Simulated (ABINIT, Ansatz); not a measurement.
# GaN (P6_3mc): G0W0 on several meshes in ABINIT

Aim: the GW shift of GaN (P6_3mc) against the k mesh.

Main program and level: ABINIT 10.8.3; LDA and many-body steps on it, plane waves.

Report form: the programs' logs are mostly left out.

The database entry behind the starting cell differs from later determinations by our own check (about 0.3 % short, ideal inner coordinate), so it need not match the best structure at ambient conditions.

### 1. The starting structure

It takes space group P6_3mc (No. 186, hexagonal). The conventional cell has a = 3.180 Å, b = 3.180 Å, c = 5.166 Å, α = 90.00°, β = 90.00°, γ = 120.00°. Nearest to Ga lie 4 N at 1.94 to 1.95 Å. N has 4 Ga at 1.94 to 1.95 Å nearest. Farther neighbours and most contacts between anions are not listed.

The cell and positions come from the Crystallography Open Database and are kept as given unless a step says otherwise.

### 2. Empty states on the mesh, 3×3×2 mesh, 161 bands

This step: ABINIT 10.8.3; DFT, LDA, plane waves, norm-conserving pseudopotentials.

The sums over transitions need many empty states on a uniform mesh; this step solves for them.

run.abi

```
acell 3*1.0 Angstrom
rprim 
  3.179999999980 0.000000000005 0.000000000000
  -1.589999999994 2.753960784015 0.000000000000
  0.000000000000 0.000000000000 5.166000000000
ntypat 2
znucl 31 7
natom 4
typat 1 1 2 2
xred 
  0.333333333333 0.666666666667 0.000000000000
  0.666666666667 0.333333333333 0.500000000000
  0.333333333333 0.666666666667 0.375000000000
  0.666666666667 0.333333333333 0.875000000000
pp_dirpath "pseudos"
pseudos "Ga.upf, N.upf"
ecut 36
ngkpt 3 3 2
nshiftk 1
shiftk 0 0 0
kptopt 1
chksymbreak 0
irdden 1
istwfk *1
nband 161
prtvol 0
optdriver 6
gwr_task "HDIAGO"
paral_kgb 0
occopt 1
indata_prefix "in"
outdata_prefix "out"
tmpdata_prefix "tmp"
```

On the command line:

```bash
OMP_NUM_THREADS=1 mpirun -n 4 abinit run.abi > log
```

Wall time 42 s (4 MPI ranks of Arm Neoverse V2, shared host); peak memory 2.4 GiB.

Numbers from this step:

```yaml
gap: 2.009 eV
k_of_the_valence_top: 0, 0, 0
k_of_the_conduction_bottom: 0, 0, 0
least_direct_gap: 2.009 eV
k_points_computed: 6
lowest_point_of_the_top_converged_band_above_the_valence_top: 109.3194 eV
```

On this mesh the gap is 2.009 eV.

The density comes from a self-consistent run that is not shown.

### 3. Screening, 3×3×2 mesh, 73 bands, screening to 141.5 eV

The RPA dielectric matrix is built and inverted for each q.

This step: RPA screening on LDA, plane waves, norm-conserving pseudopotentials.

Changes to run.abi since step 2:

```diff
@@ -22,10 +22,11 @@
 chksymbreak 0
-irdden 1
 istwfk *1
-nband 161
-prtvol 0
-optdriver 6
-gwr_task "HDIAGO"
-paral_kgb 0
 occopt 1
+irdwfk 1
+optdriver 3
+nband 73
+ecuteps 5.2
+inclvkb 2
+awtr 1
+symchi 1
 indata_prefix "in"
```

Elapsed: 6.6 s, on 4 MPI ranks; peak memory 0.52 GiB; 26 s of CPU time.

This step gave:

```
ε∞ with local fields, on this mesh, along the program's q direction : 9.385
the same without local fields                                       : 10.05
plasma frequency                                                    : 33.12 eV
plane waves in the screening matrix                                 : 161
```

Local fields lower ε∞ by 7 %. On a Γ-centred mesh this coarse the value itself is usually too large, while a short band sum pulls it down.

### 4. 3×3×2

The self-energy is evaluated for the states that the input lists, and the levels follow from it, in one-shot runs by the linearised quasiparticle equation.

This step: G0W0 on LDA, plane waves, norm-conserving pseudopotentials.

Changes to run.abi since step 3:

```diff
@@ -25,8 +25,15 @@
 irdwfk 1
-optdriver 3
+optdriver 4
 nband 73
+gwcalctyp 0
+ecutsigx 36
+symsigma 1
+nkptgw 1
+kptgw 
+  0.0000000000 0.0000000000 0.0000000000
+bdgw 
+  17 20
 ecuteps 5.2
-inclvkb 2
-awtr 1
-symchi 1
+irdscr 1
+ppmodel 1
 indata_prefix "in"
```

Wall time 2.5 s (4 MPI ranks); peak memory 0.12 GiB.

Numbers from this step:

- G0W0 gap on the points computed: 2.486 eV
- starting gap on the mesh: 2.009 eV
- k of the valence top: 0, 0, 0
- k of the conduction bottom: 0, 0, 0
- Z at the valence top: 0.796
- Z at the conduction bottom: 0.817
- least direct G0W0 gap on the computed points: 2.486 eV

The gap on the mesh goes from 2.01 eV to 2.49 eV, a correction of +0.48 eV.

### 5. Empty states on the mesh, 6×6×4 mesh, 79 bands

This step: DFT, LDA, plane waves, norm-conserving pseudopotentials.

Changes to run.abi since step 4:

```diff
@@ -17,3 +17,3 @@
 ecut 36
-ngkpt 3 3 2
+ngkpt 6 6 4
 nshiftk 1
@@ -22,18 +22,10 @@
 chksymbreak 0
+iscf -2
+irdden 1
 istwfk *1
-occopt 1
-irdwfk 1
-optdriver 4
-nband 73
-gwcalctyp 0
-ecutsigx 36
-symsigma 1
-nkptgw 1
-kptgw 
-  0.0000000000 0.0000000000 0.0000000000
-bdgw 
-  17 20
-ecuteps 5.2
-irdscr 1
-ppmodel 1
+nband 79
+nbdbuf 6
+tolwfr 1e-09
+nstep 60
+prtvol 0
 indata_prefix "in"
```

Elapsed: 30 s, on 4 MPI ranks; peak memory 0.33 GiB; 2 min of CPU time.

This step gave:

- gap: 2.009 eV
- k of the valence top: 0, 0, 0
- k of the conduction bottom: 0, 0, 0
- least direct gap: 2.009 eV
- k points computed: 21
- lowest point of the top converged band, above the valence top: 56.2125 eV

On this mesh the gap is 2.009 eV.

### 6. Screening, 6×6×4 mesh, 73 bands, screening to 141.5 eV

This step: RPA screening on LDA, plane waves, norm-conserving pseudopotentials.

Changes to run.abi since step 5:

```diff
@@ -22,10 +22,11 @@
 chksymbreak 0
-iscf -2
-irdden 1
 istwfk *1
-nband 79
-nbdbuf 6
-tolwfr 1e-09
-nstep 60
-prtvol 0
+occopt 1
+irdwfk 1
+optdriver 3
+nband 73
+ecuteps 5.2
+inclvkb 2
+awtr 1
+symchi 1
 indata_prefix "in"
```

Run time: 93 s. Hardware: 4 MPI ranks; peak memory 1.1 GiB; 6.2 min of CPU time.

This step gave:

| Quantity | Value |
| --- | --- |
| ε∞ with local fields, on this mesh, along the program's q direction | 5.908 |
| the same without local fields | 6.317 |
| plasma frequency | 33.12 eV |
| plane waves in the screening matrix | 161 |

### 7. 6×6×4

This step: G0W0 on LDA, plane waves, norm-conserving pseudopotentials.

Changes to run.abi since step 6:

```diff
@@ -25,8 +25,15 @@
 irdwfk 1
-optdriver 3
+optdriver 4
 nband 73
+gwcalctyp 0
+ecutsigx 36
+symsigma 1
+nkptgw 1
+kptgw 
+  0.0000000000 0.0000000000 0.0000000000
+bdgw 
+  17 20
 ecuteps 5.2
-inclvkb 2
-awtr 1
-symchi 1
+irdscr 1
+ppmodel 1
 indata_prefix "in"
```

Run time: 4.2 s. Hardware: 4 MPI ranks; peak memory 0.87 GiB.

Numbers from this step:

```yaml
g0w0_gap_on_the_points_computed: 2.595 eV
starting_gap_on_the_mesh: 2.009 eV
k_of_the_valence_top: 0, 0, 0
k_of_the_conduction_bottom: 0, 0, 0
z_at_the_valence_top: 0.797
z_at_the_conduction_bottom: 0.821
least_direct_g0w0_gap_on_the_computed_points: 2.595 eV
```

Against G0W0 in ABINIT (3×3×2 mesh, 73 bands, screening to 141.5 eV, Godby-Needs plasmon pole), the gap moves by +0.109 eV.

### 8. Side by side

Times are wall times on 4 MPI ranks of Arm Neoverse V2, shared host, good to a factor of about two. A run's time includes the screening step that it read.

```tsv
run	mesh	bands	screening cutoff (eV)	DFT gap (eV)	gap on the mesh (eV)	direct (eV)	ε∞ used	time
3×3×2	3×3×2	73	141.5	2.009	2.486	2.486	9.39	9.2 s
6×6×4	6×6×4	73	141.5	2.009	2.595	2.595	5.91	97 s
```

### 9. Outcome

| Property | Result |
| --- | --- |
| 3×3×2 | 2.486 eV |
| 6×6×4 | 2.595 eV |
| known limits | not at the basis limit; exchange with frozen shells missing; no spin-orbit coupling; coarse k mesh |

In words: 6×6×4: +0.109 eV against 3×3×2. Bands and cutoff are finite, so the gap is not at the basis limit. The miss can reach some tenths of an eV and take either sign; the mesh is an error of its own. In the first G0W0 run levels were corrected at 1 k point alone, so a gap called «on the mesh» is the least over those, and an edge elsewhere would be missed. The 3×3×2 mesh is coarse for this cell, which bears on the long-range parts of exchange and screening. The norm-conserving file of at least one element keeps a d shell over frozen s and p shells of the same row. Exchange with those shells is missing from the self-energy, an error of 0.3 to 0.9 eV in cases checked, whose sign depends on which edge lies on those atoms. The many-body steps are scalar-relativistic: spin-orbit coupling is not in them.

[Paths, hosts, dates, memory and timing lines, banners, echoed tables and standing remarks are left out of the program output.]

[Logs are printed without paths, hosts, clocks, repeated set-up lines and the standing remarks that a program may print on its own settings, such as how far it seeks lower states.]

[Runs of the session that timed out or met a known fault of the program may be left out.]

[No measured gap is set beside runs whose start may be inverted or whose files or cutoffs have a known fault.]

[Hosts, paths, dates, database ids (printed as entryN), source tags and the programs' standing remarks are cut or masked in the printed files.]

[G0W0 gaps are taken among the corrected bands and points alone; a level outside them can change the order at an edge.]

[Where Ansatz stands beside ABINIT at settings called matched, ABINIT's density can come from a denser mesh and the files from another edition; pairs whose starting gaps differed by over 0.03 eV were left out, so agreement reads better than it is.]
